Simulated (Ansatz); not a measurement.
# CrGe2As4 bilayer (AB) in a perpendicular field, part 2 of 2

Wanted: the out-of-plane response of the CrGe2As4 bilayer (AB). A positive field points along +c.

Ansatz 0.2.0; plane-wave DFT, PBE-D3(BJ), Ansatz PAW.

So far. Step 7 (Single point, field -0.2 V/Å): The dipole is -0.322 e·Å, -0.320 e·Å from its value without field. Step 8 (Atoms held, field 0.35 V/Å): The dipole is 0.559 e·Å, 0.561 e·Å from its value without field.

## 9. Response, atoms held

This step: plane-wave DFT, PBE-D3(BJ), Ansatz PAW; response to a field along the normal, atoms held (Ansatz 0.2.0).

The dipoles give the slope, and the difference of two potentials shows where the field is screened.

This step gave:

| Property | Result |
| --- | --- |
| equivalent conductor thickness p/(ε₀AE) | 24.82 Å |
| distance between the outer atoms | 22.74 Å |

The dipole of the cell by applied field:

```csv
applied field (V/Å),dipole of the cell (e·Å)
-0.200,-0.322
-0.100,-0.162
0.000,-0.00197
0.100,0.158
0.200,0.318
0.350,0.559
```

Table of total moment by applied field:

```csv
applied field (V/Å),total moment (μB)
-0.200,0.00420
-0.100,0.00404
0.000,0.00403
0.100,0.00412
0.200,0.00429
0.350,0.00479
```

Local field over the applied field, running mean. From the potentials at -0.1 and 0.1 V/Å; running mean over 2.5 Å. Local field over applied field against z:

```csv
z (Å),local field over applied field
5,0.993
6,0.951
7,0.760
8,0.413
9,0.107
10,0.0320
11,0.0512
12,0.0466
13,0.0311
14,0.00898
15,0.00741
16,0.00458
17,0.00613
18,0.00587
19,0.0129
20,0.0299
21,0.0275
22,0.00965
23,0.00552
24,0.00754
25,0.00232
26,0.0119
27,0.0114
28,0.0360
29,0.0569
30,0.0425
31,0.0354
32,0.169
33,0.507
34,0.832
35,0.970
36,0.996
```

The induced electron density oscillates, so the rows of the table below give means over windows of 1 Å about each position, cut where the curve ends. Its maxima inside the range that stand out by 2 % of the span (Å: e/Å³ per V/Å): 7.9: 0.00355, 11.0: 3.7e-4, 12.4: 7.8e-4, 14.0: 1.0e-3, 16.0: 1.4e-4, 17.7: 2.4e-4, 20.9: 2.9e-4, 23.9: 2.0e-4, 25.5: 1.4e-4, 27.3: 9.6e-4, 28.9: 2.6e-4, 30.4: 0.00113. Its minima: 10.3: -0.00112, 11.9: -2.6e-4, 13.4: -9.3e-4, 15.3: -1.5e-4, 16.8: -1.9e-4, 19.8: -2.8e-4, 23.1: -2.5e-4, 24.8: -1.4e-4, 26.7: -0.00102, 28.3: -8.1e-4, 29.7: -3.7e-4, 32.8: -0.00355.

Electrons, planar mean, per unit field. The induced electron density by z; means over each step:

```csv
z (Å),induced electron density (e/Å³ per V/Å)
5,3.7e-5
6,2.7e-4
7,0.00152
8,0.00298
9,7.8e-4
10,-4.3e-4
11,5.1e-5
12,1.2e-4
13,3.8e-5
14,1.8e-4
15,-5.6e-5
16,3.5e-5
17,-7.3e-5
18,9.1e-5
19,-1.2e-4
20,-1.7e-4
21,2.1e-4
22,1.1e-4
23,-1.4e-4
24,1.1e-4
25,-7.7e-6
26,-1.1e-5
27,5.2e-5
28,-4.0e-4
29,5.7e-7
30,2.6e-4
31,3.1e-5
32,-0.00121
33,-0.00303
34,-0.00102
35,-1.7e-4
36,-2.7e-5
```

By hand: between -0.1 and 0.1 V/Å the dipole changes by 0.3203 e·Å, a slope of 1.601 e·Å²/V. A perfect conductor of thickness t has p = ε₀AEt, so t = 180.95 × 1.601 / 11.674 = 24.82 Å (e/ε₀ = 180.95 V·Å, A in Å²).

The induced dipole is that of a conductor 24.82 Å thick.

## 10. Varying the input

This step: plane-wave DFT, PBE-D3(BJ), Ansatz PAW (Ansatz 0.2.0).

A run with a changed input: it repeats the earlier run at 0.1 V/Å with scf.algorithm to density_mixing and scf.n_extra_bands to 1.

Contents of input.yaml:

```yaml
crystal:
  lattice:
    - [3.6714496019, 0.0, 0.0]
    - [-1.835724801, 3.179568624, 0.0]
    - [0.0, 0.0, 40.7397426973]
  atoms:
    - { symbol: As, position: [0.0, 0.0, 0.2209145027], spin: -0.01 }
    - { symbol: Ge, position: [0.3333333333, 0.6666666667, 0.2498804271], spin: 0.01 }
    - { symbol: As, position: [0.3333333333, 0.6666666667, 0.3099048278], spin: -0.11 }
    - { symbol: Cr, position: [0.0, 0.0, 0.3431790846], spin: 2.06 }
    - { symbol: As, position: [0.3333333333, 0.6666666667, 0.3763675772], spin: -0.11 }
    - { symbol: Ge, position: [0.3333333333, 0.6666666667, 0.4363518115], spin: 0.01 }
    - { symbol: As, position: [0.0, 0.0, 0.4654340459], spin: -0.01 }
    - { symbol: As, position: [0.3333333333, 0.6666666667, 0.5346516226], spin: 0.01 }
    - { symbol: Ge, position: [0.6666666667, 0.3333333333, 0.5635742661], spin: -0.01 }
    - { symbol: As, position: [0.6666666667, 0.3333333333, 0.6236050218], spin: 0.11 }
    - { symbol: Cr, position: [0.3333333333, 0.6666666667, 0.6568423608], spin: -2.06 }
    - { symbol: As, position: [0.6666666667, 0.3333333333, 0.6900904626], spin: 0.11 }
    - { symbol: Ge, position: [0.6666666667, 0.3333333333, 0.7501171196], spin: -0.01 }
    - { symbol: As, position: [0.3333333333, 0.6666666667, 0.7790854973], spin: 0.01 }
magnetization:
  spin_polarized: true
kpoints:
  mp_grid: { grid: [12, 12, 1] }
  band_path:
    path: [[0, 0, 0], [0.5, 0, 0], [0.33333333, 0.33333333, 0], [0, 0, 0]]
    npoints: 16
hamiltonian:
  xc: pbe
  dispersion: d3bj
scf:
  occupations: { method: fermi_dirac, width: 0.02585 }
  convergence: { dr2_threshold: 1.0e-10 }
  algorithm: density_mixing
  n_extra_bands: 1
efield:
  axis: 3
  dipole_correction: true
  ramp_position: 0.97
  ramp_width: 0.06
  amplitude: 0.1
output:
  write_potential: true
  write_density: true
  volumetric_format: npy
```

Started as:

```
$ ansatz run input.yaml --threads 4 --pin off --max-ram 12288MiB --backend cpu --events-out ev --progress --plain --runs-dir out
```

The job ended after 40 s (4 threads of AMD EPYC 9R45 (Zen 5), shared host; peak memory 2.4 GiB).

Residual by cycle:

cycle, log10 residual and a bar from the least value:
```
        1        1.6 ##############################
        3        0.3 ###########################
        6       -0.5 #########################
        8       -1.1 #######################
       10       -2.5 ####################
       12       -3.2 ##################
       15       -4.4 ################
       17       -6.1 ###########
       19       -7.0 #########
       21       -8.2 ######
       24       -9.0 ####
       26      -10.8
```

After 26 cycles the residual stands at 1.6e-11, still falling.

The program's message: “Error: refused after 26 iterations: bands_taken_in = 3.98e-2 (threshold 1.00e-4); the SCF had accepted its state, but the search at its end or the final solves found, or may have found, levels that it …”

## 11. Varying the input: basis.ecutwfc = "51.4 Ry"

Another changed input: it repeats the earlier run at 0.1 V/Å with basis.ecutwfc to 51.4 Ry.

input.yaml: that of step 10 with these lines changed.

```diff
@@ -33,4 +33,2 @@
   convergence: { dr2_threshold: 1.0e-10 }
-  algorithm: density_mixing
-  n_extra_bands: 1
 efield:
@@ -45 +43,3 @@
   volumetric_format: npy
+basis:
+  ecutwfc: "51.4 Ry"
```

Wall time 2.5 min (4 threads); peak memory 7.3 GiB.

This step gave:

| Property | Result |
| --- | --- |
| energy at zero smearing | -62789.3751 eV |
| dipole along the normal | 0.1582 e·Å |

Deep bands are left out, so band numbers here count from the lowest band kept and differ from the log's. The electronic bands at the labelled points (eV, zero at the Fermi level; # counts the bands kept):

```csv
point,up #20,up #22,up #23,up #24,down #21,down #22,down #23,down #24
Γ,-0.17,0.89,1.74,1.90,-0.23,0.88,1.74,1.95
halfway,-0.89,0.38,0.61,1.12,-0.78,0.43,0.55,1.17
M,-1.36,-0.68,-0.06,-0.02,-1.06,-0.64,-0.05,-0.02
halfway,-1.40,-0.90,-0.30,0.42,-1.26,-0.86,-0.24,0.40
K,-1.19,-1.13,-0.29,0.62,-1.13,-1.08,-0.29,0.58
halfway,-1.03,0.20,0.52,0.60,-0.79,0.25,0.53,0.58
Γ,-0.17,0.89,1.74,1.90,-0.23,0.88,1.74,1.95
```

```csv
quantity,this run,earlier run,difference
dipole along the normal (e·Å),0.1582,0.1582,-9.2e-6
total moment (μB),0.004111,0.004117,-5.9e-6
```

Nothing in the table moves by 0.01 in its unit (for the dipole 0.5 % and 5e-5 e·Å).

## 12. What came out

```json
{
 "gap without field": "none",
 "work function, upper face": "4.81 eV",
 "step between the vacuum levels": "0.0306 eV",
 "equivalent conductor thickness, atoms held": "24.8 Å"
}
```

The induced dipole equals that of a perfect conductor 24.82 Å thick, while the outer atoms lie 22.74 Å apart. The two faces differ: the vacuum level above lies 0.03 eV higher than the one below. There is no gap over 0.03 eV, with or without the field. The magnetic order is the one reached from the typed start; other orders were not compared. Spin-orbit coupling is left out. The outer anions sit over the metal atoms, one of several polytypes of such layers and not the lowest for every compound.

[Logs are printed without paths, hosts, clocks, repeated set-up lines and the standing remarks that a program may print on its own settings, such as how far it seeks lower states.]

[Hosts, paths, dates, database ids (printed as entryN), source tags and the programs' standing remarks are cut or masked in the printed files.]

[Maps of the electrostatic potential energy from Ansatz leave out the sawtooth potential of an applied field or a dipole correction, so their vacuum need not be flat; planar profiles and work functions include it.]
